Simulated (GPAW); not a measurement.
# 1T-SrClI monolayer: simulated STM images

What would a tunnelling microscope show on 1T-SrClI monolayer?

Main program and level: GPAW 26.7.0; GPAW, PAW setups; layer in a repeated cell with vacuum, relaxation of atoms and in-plane cell, in the first sound run; inputs show where later runs differ.

## 1. Set-up

The cell holds 3 atoms: 1 I, 1 Sr and 1 Cl. Its edges and angles: a = 4.265 Å, b = 4.265 Å, c = 19.657 Å, α = 90.0°, β = 90.0°, γ = 120.0°. Vacuum lies along c.

## 2. Relaxation

Forces are removed first; all later runs use this geometry.

run.py reads:

```python
import json
import numpy as np
from ase import Atoms
from ase.filters import FrechetCellFilter
from ase.optimize import BFGS
from gpaw import GPAW, PW

slab = Atoms(
    ['I', 'Sr', 'Cl'],
    positions=[
        [2.13261, 1.23126, 8.00000],
        [0.00000, 0.00000, 10.14007],
        [-0.00000, 2.46252, 11.65748]],
    cell=[[4.26521, 0.0, 0.0], [-2.13261, 3.69378, 0.0], [0.0, 0.0, 19.6575]],
    pbc=[True, True, True])

slab.calc = GPAW(mode=PW(600), xc='PBE', kpts={'size': (9, 9, 1), 'gamma': True},
                 occupations={'name': 'fermi-dirac', 'width': 0.05}, nbands='160%',
                 convergence={'density': 1e-05}, maxiter=200,
                 symmetry={'tolerance': 1e-3}, txt='slab.txt')
result = {}
# The in-plane cell is free; stress needs a cell that repeats along all three vectors
path = []
opt = BFGS(FrechetCellFilter(slab, mask=[1, 1, 0, 0, 0, 1]), maxstep=0.2)
opt.attach(lambda: path.append((slab.get_potential_energy(), slab.positions.tolist(), slab.get_forces().tolist())))
result['relaxed'] = bool(opt.run(fmax=0.02, steps=45))
result['path'] = path
result['cell'] = slab.cell.tolist()
print('in-plane lattice', slab.cell.cellpar().round(4)[[0, 1, 5]])
energy = slab.get_potential_energy()
fermi = slab.calc.get_fermi_level()
v = slab.calc.get_electrostatic_potential().mean((0, 1)) - fermi
n = slab.calc.get_pseudo_density().mean((0, 1))
L = slab.cell[2, 2]
z = np.arange(len(v)) * L / len(v)
low, high = slab.positions[:, 2].min(), slab.positions[:, 2].max()
below, above = np.interp([low - 5.8, high + 5.8], z, v)
slopes = [np.interp(x, z, np.gradient(v, z)) for x in (low - 5.8, high + 5.8)]
eps = np.array([[slab.calc.get_eigenvalues(k, s) for k in range(len(slab.calc.get_ibz_k_points()))]
                for s in range(slab.calc.get_number_of_spins())]) - fermi
top, bottom = eps[eps < 0].max(), eps[eps > 0].min()
dipole = slab.get_dipole_moment()[2]
print(f'energy {energy:.4f} eV, Fermi level {fermi:.4f} eV, dipole {dipole:.5f} e A')
print(f'potential 5.8 A off the faces, from the Fermi level: lower {below:.4f} eV, upper {above:.4f} eV')
print(f'slope of the potential there: lower {slopes[0]:.5f}, upper {slopes[1]:.5f} eV/A')
print(f'nearest levels on the mesh: {top:.4f} and {bottom:.4f} eV')
print('magnetic moment', round(slab.get_magnetic_moment(), 3))
result.update(energy=energy, fermi=fermi, dipole=dipole, below=below, above=above, slopes=slopes, edges=[top, bottom],
              z=z.tolist(), v=v.tolist(), n=n.tolist(), positions=slab.positions.tolist(),
              forces=slab.get_forces(apply_constraint=False).tolist(), moments=slab.get_magnetic_moments().tolist())
json.dump(result, open('result.json', 'w'))
```

Run with:

```bash
$ OMP_NUM_THREADS=1 OPENBLAS_NUM_THREADS=1 python run.py
```

The program printed:

```text
Step          Energy          fmax
BFGS:    0      -11.027879        0.655229
BFGS:    1      -11.041023        0.610064
BFGS:    2      -11.147658        0.439121
BFGS:    3      -11.155147        0.454502
BFGS:    4      -11.168342        0.429657
BFGS:    5      -11.186034        0.333254
BFGS:    6      -11.205367        0.195484
BFGS:    7      -11.213243        0.101776
BFGS:    8      -11.214160        0.104603
BFGS:    9      -11.214433        0.086809
BFGS:   10      -11.214759        0.050267
BFGS:   11      -11.215035        0.015070
in-plane lattice [  4.6093   4.6093 120.0001]
energy -11.2150 eV, Fermi level -1.9450 eV, dipole 0.09768 e A
potential 5.8 A off the faces, from the Fermi level: lower 4.6475 eV, upper 4.4116 eV
slope of the potential there: lower 0.04880, upper 0.04883 eV/A
nearest levels on the mesh: -2.1122 and 2.2629 eV
magnetic moment 0.0
```

Wall time 10 min (1 thread of Arm Neoverse V1, shared host); peak memory 0.53 GiB.

Numbers from this step:

```yaml
dipole_along_the_normal: 0.09768 e·Å
levels_nearest_the_fermi_level_on_the_mesh: -2.112, 2.263 eV from the Fermi level
```

Table of electrostatic potential energy of an electron (without an applied field's), less the Fermi level, planar mean by z:

z (Å), electrostatic potential energy of an electron (without an applied field's), less the Fermi level, planar mean (eV) and a bar from the least value:
```
      0.0        4.5 #############################
      0.5        4.6 ##############################
      1.0        4.6 ##############################
      1.5        4.6 ##############################
      2.0        4.6 ##############################
      2.5        4.7 ##############################
      3.0        4.7 ##############################
      3.5        4.7 ##############################
      4.0        4.7 ##############################
      4.5        4.7 ##############################
      5.0        4.8 ##############################
      5.5        4.8 ##############################
      6.0        4.8 ##############################
      6.5        4.6 ##############################
      7.0        3.7 ############################
      7.5       -0.1 ####################
      8.0       -9.2 #
      8.5       -8.7 ##
      9.0       -2.0 ################
      9.5       -3.1 #############
     10.0       -9.5 
     10.5       -7.4 ####
     11.0       -5.3 #########
     11.5       -8.6 ##
     12.0        0.0 ####################
     12.5        3.3 ###########################
     13.0        4.0 ############################
     13.5        4.2 #############################
     14.0        4.2 #############################
     14.5        4.3 #############################
     15.0        4.3 #############################
     15.5        4.3 #############################
     16.0        4.4 #############################
     16.5        4.4 #############################
     17.0        4.4 #############################
     17.5        4.4 #############################
     18.0        4.4 #############################
     18.5        4.5 #############################
     19.0        4.5 #############################
     19.5        4.5 #############################
```

Pseudo valence density, planar mean against z:

```csv
z (Å),"pseudo valence density, planar mean (e/Å³)"
0.00,0
0.53,0
1.05,0
1.58,0
2.11,0
2.63,0
3.16,5.0e-7
3.69,3.0e-6
4.21,1.4e-5
4.74,6.8e-5
5.27,3.3e-4
5.79,0.00162
6.32,0.00783
6.85,0.0365
7.37,0.139
7.90,0.187
8.42,0.161
8.95,0.207
9.48,0.206
10.00,0.411
10.53,0.356
11.06,0.319
11.58,0.262
12.11,0.150
12.64,0.0312
13.16,0.00559
13.69,0.00103
14.22,1.9e-4
14.74,3.6e-5
15.27,6.7e-6
15.80,1.3e-6
16.32,0
16.85,0
17.38,0
17.90,0
18.43,0
18.96,0
19.48,0
```

The relaxation lowered the energy of the cell by 0.187 eV (energies extrapolated to zero smearing; the optimiser's log prints free energies). The largest force left on a free atom is 0.015 eV/Å.

## 3. Plane waves, PBE

The work function is the vacuum plateau of the electrostatic potential less the Fermi level; a dipole layer lets the two faces have plateaus of their own.

This step: GPAW, PAW setups; slab in vacuum (GPAW 26.7.0).

The cell differs from the one that the last finished run ended in (c 19.657 → 19.226 Å).

run.py reads:

```python
import json
import numpy as np
from ase import Atoms
from ase.dft.stm import STM
from gpaw import GPAW, PW

slab = Atoms(
    ['I', 'Sr', 'Cl'],
    positions=[
        [2.30464, 1.33058, 8.00000],
        [0.00000, 0.00000, 9.93245],
        [0.00000, 2.66116, 11.22558]],
    cell=[[4.60926, 0.0, 0.0], [-2.30464, 3.99174, 0.0], [0.0, 0.0, 19.2256]],
    pbc=[True, True, False])

slab.calc = GPAW(mode=PW(400), xc='PBE', kpts={'size': (9, 9, 1), 'gamma': True},
                 occupations={'name': 'fermi-dirac', 'width': 0.05}, nbands='160%',
                 convergence={'density': 1e-05}, maxiter=200,
                 poissonsolver={'dipolelayer': 'xy'},
                 symmetry={'tolerance': 1e-3}, txt='slab.txt')
result = {}
energy = slab.get_potential_energy()
fermi = slab.calc.get_fermi_level()
v = slab.calc.get_electrostatic_potential().mean((0, 1)) - fermi
n = slab.calc.get_pseudo_density().mean((0, 1))
L = slab.cell[2, 2]
z = np.arange(len(v)) * L / len(v)
low, high = slab.positions[:, 2].min(), slab.positions[:, 2].max()
below, above = np.interp([low - 5.8, high + 5.8], z, v)
slopes = [np.interp(x, z, np.gradient(v, z)) for x in (low - 5.8, high + 5.8)]
eps = np.array([[slab.calc.get_eigenvalues(k, s) for k in range(len(slab.calc.get_ibz_k_points()))]
                for s in range(slab.calc.get_number_of_spins())]) - fermi
top, bottom = eps[eps < 0].max(), eps[eps > 0].min()
dipole = slab.get_dipole_moment()[2]
print(f'energy {energy:.4f} eV, Fermi level {fermi:.4f} eV, dipole {dipole:.5f} e A')
print(f'potential 5.8 A off the faces, from the Fermi level: lower {below:.4f} eV, upper {above:.4f} eV')
print(f'slope of the potential there: lower {slopes[0]:.5f}, upper {slopes[1]:.5f} eV/A')
print(f'nearest levels on the mesh: {top:.4f} and {bottom:.4f} eV')
print('magnetic moment', round(slab.get_magnetic_moment(), 3))
result.update(energy=energy, fermi=fermi, dipole=dipole, below=below, above=above, slopes=slopes, edges=[top, bottom],
              z=z.tolist(), v=v.tolist(), n=n.tolist(), positions=slab.positions.tolist(),
              forces=slab.get_forces(apply_constraint=False).tolist(), moments=slab.get_magnetic_moments().tolist())

# Images need the states of the whole zone, up to time reversal
slab.calc = slab.calc.fixed_density(symmetry={'point_group': False}, txt='states.txt', nbands='250%',
                                    convergence={'bands': 'CBM+1.3'})
stm = STM(slab)
result['stm'] = []
for bias in [-1.0, 1.0]:
    height = high + 3.5
    current = stm.get_averaged_current(bias, height)
    x, y, h = stm.scan(bias, current)
    i, f = divmod(height / L * stm.ldos.shape[2], 1)
    I = abs((1 - f) * stm.ldos[:, :, int(i)] + f * stm.ldos[:, :, int(i) + 1])
    print(f'bias {bias} V: mean current at 3.5 A {current:.4e}, corrugation {np.ptp(h):.4f} A')
    result['stm'].append(dict(bias=bias, current=current, h=(h - high).tolist(), I=I.tolist()))
json.dump(result, open('result.json', 'w'))
```

The program printed:

```text
energy -11.1667 eV, Fermi level -1.7476 eV, dipole 0.07651 e A
potential 5.8 A off the faces, from the Fermi level: lower 4.7628 eV, upper 4.0116 eV
slope of the potential there: lower -0.00001, upper 0.00003 eV/A
nearest levels on the mesh: -2.2276 and 2.1104 eV
magnetic moment 0.0
bias -1.0 V: mean current at 3.5 A 0.0000e+00, corrugation 0.0000 A
bias 1.0 V: mean current at 3.5 A 0.0000e+00, corrugation 0.0000 A
```

Wall time 2.4 min (1 thread); peak memory 0.47 GiB.

This step gave:

| Property | Result |
| --- | --- |
| dipole along the normal | 0.07651 e·Å |
| levels nearest the Fermi level on the mesh | -2.228, 2.110 eV from the Fermi level |
| upper work function | 4.012 eV |
| lower work function | 4.763 eV |
| upper ionisation energy | 6.239 eV |

The electrostatic potential energy of an electron (without an applied field's), less the Fermi level, planar mean by z:

z (Å), electrostatic potential energy of an electron (without an applied field's), less the Fermi level, planar mean (eV) and a bar from the least value:
```
      0.0        4.4 #############################
      0.5        4.8 ##############################
      1.0        4.8 ##############################
      1.5        4.8 ##############################
      2.0        4.8 ##############################
      2.5        4.8 ##############################
      3.0        4.8 ##############################
      3.5        4.8 ##############################
      4.0        4.8 ##############################
      4.5        4.8 ##############################
      5.0        4.8 ##############################
      5.5        4.7 ##############################
      6.0        4.6 ##############################
      6.5        4.3 #############################
      7.0        2.5 ##########################
      7.5       -3.7 ##############
      8.0      -11.4 
      8.5       -5.2 ###########
      9.0       -1.6 ##################
      9.5       -5.9 ##########
     10.0      -10.1 ##
     10.5       -5.5 ###########
     11.0       -7.7 #######
     11.5       -5.1 ############
     12.0        1.9 #########################
     12.5        3.6 ############################
     13.0        3.9 ############################
     13.5        4.0 #############################
     14.0        4.0 #############################
     14.5        4.0 #############################
     15.0        4.0 #############################
     15.5        4.0 #############################
     16.0        4.0 #############################
     16.5        4.0 #############################
     17.0        4.0 #############################
     17.5        4.0 #############################
     18.0        4.0 #############################
     18.5        4.0 #############################
     19.0        4.2 #############################
```

The pseudo valence density, planar mean oscillates, so the rows of the table below give means over windows of 1 Å about each position, cut where the curve ends. Its maxima inside the range that stand out by 2 % of the span (Å: e/Å³): 7.5: 0.212, 8.5: 0.233, 10.0: 0.434. Its minima: 7.9: 0.117, 9.0: 0.177.

Table of pseudo valence density, planar mean by z; means over each step:

z (Å), pseudo valence density, planar mean (e/Å³) and a bar:
```
        4      0.000 
        5      0.000 
        6      0.009 #
        7      0.107 #########
        8      0.169 #############
        9      0.212 #################
       10      0.377 ##############################
       11      0.293 #######################
       12      0.130 ##########
       13      0.008 #
       14      0.000 
       15      0.000
```

The layer is gapped, so the Fermi level lies somewhere inside the gap, set by smearing and numerics, and these work functions are no property of the material; the band edges below the vacuum level are. The potential is flat to 2.6e-5 eV/Å where it is read, so the vacuum is wide enough. At -1 and 1 V the search found no usable constant-current contour near the set height, since the window lies inside the gap and carries no current, so the printed corrugation is no image; it is left out.

## 4. A changed run

One more run, with changed settings.

Changes to run.py since step 3:

```diff
@@ -3,3 +3,2 @@
 from ase import Atoms
-from ase.dft.stm import STM
 from gpaw import GPAW, PW
@@ -15,5 +14,5 @@
 
-slab.calc = GPAW(mode=PW(400), xc='PBE', kpts={'size': (9, 9, 1), 'gamma': True},
+slab.calc = GPAW(mode=PW(400), xc='pbe96', kpts={'size': (9, 9, 1), 'gamma': True},
                  occupations={'name': 'fermi-dirac', 'width': 0.05}, nbands='160%',
-                 convergence={'density': 1e-05}, maxiter=200,
+                 convergence={'density': 1e-05}, maxiter=100,
                  poissonsolver={'dipolelayer': 'xy'},
@@ -42,16 +41,2 @@
               forces=slab.get_forces(apply_constraint=False).tolist(), moments=slab.get_magnetic_moments().tolist())
-
-# Images need the states of the whole zone, up to time reversal
-slab.calc = slab.calc.fixed_density(symmetry={'point_group': False}, txt='states.txt', nbands='250%',
-                                    convergence={'bands': 'CBM+1.3'})
-stm = STM(slab)
-result['stm'] = []
-for bias in [-1.0, 1.0]:
-    height = high + 3.5
-    current = stm.get_averaged_current(bias, height)
-    x, y, h = stm.scan(bias, current)
-    i, f = divmod(height / L * stm.ldos.shape[2], 1)
-    I = abs((1 - f) * stm.ldos[:, :, int(i)] + f * stm.ldos[:, :, int(i) + 1])
-    print(f'bias {bias} V: mean current at 3.5 A {current:.4e}, corrugation {np.ptp(h):.4f} A')
-    result['stm'].append(dict(bias=bias, current=current, h=(h - high).tolist(), I=I.tolist()))
 json.dump(result, open('result.json', 'w'))
```

The program printed:

```text
NameError: Unknown functional: pbe96.
```

Elapsed: 0.87 s, on 1 thread; peak memory 0.1 GiB.

The program refused the input before any cycle.

The program's message: “NameError: Unknown functional: pbe96.”

The change that led to it: xc = "pbe96".

## 5. Outcome

```
work function, upper and lower face (Fermi level placed in the gap by the smearing) : 4.012 and 4.763 eV
ionisation energy from the upper face (highest filled level on the mesh)            : 6.24 eV
electron affinity from the upper face (lowest empty Kohn-Sham level on the mesh)    : 1.90 eV
dipole along the normal                                                             : 0.0765 e Å
```

**Reading.** With plane waves and PBE the ionisation energy from the upper face is 6.24 eV and the Kohn-Sham electron affinity 1.90 eV. The two faces differ by 0.75 eV, the step that the slab's dipole makes (e p/(ε0 A) gives 0.75 eV), so the dipole layer is needed. The levels nearest the Fermi level on the mesh lie 4.34 eV apart, so the slab is gapped there: the smearing puts the Fermi level inside the gap, and from either face the ionisation energy is the work function plus 2.2 eV. Both are Kohn-Sham levels on the mesh, and semilocal gaps are too small, so the affinity tends to come out too large and the ionisation energy too small. The starting lattice was a guess from atomic radii; the relaxation moved it by 8 %. With elements this heavy, spin-orbit coupling can move band edges by tenths of an eV. The relaxation of atoms and cell ran in a fully periodic cell without the dipole layer, so the atoms of this polar layer felt a small spurious field. The layer's cell and atoms come from the relaxation; spin-orbit coupling and temperature are left out.

[Logs are printed without paths, hosts, clocks, repeated set-up lines and the standing remarks that a program may print on its own settings, such as how far it seeks lower states.]

[Hosts, paths, dates, database ids (printed as entryN), source tags and the programs' standing remarks are cut or masked in the printed files.]
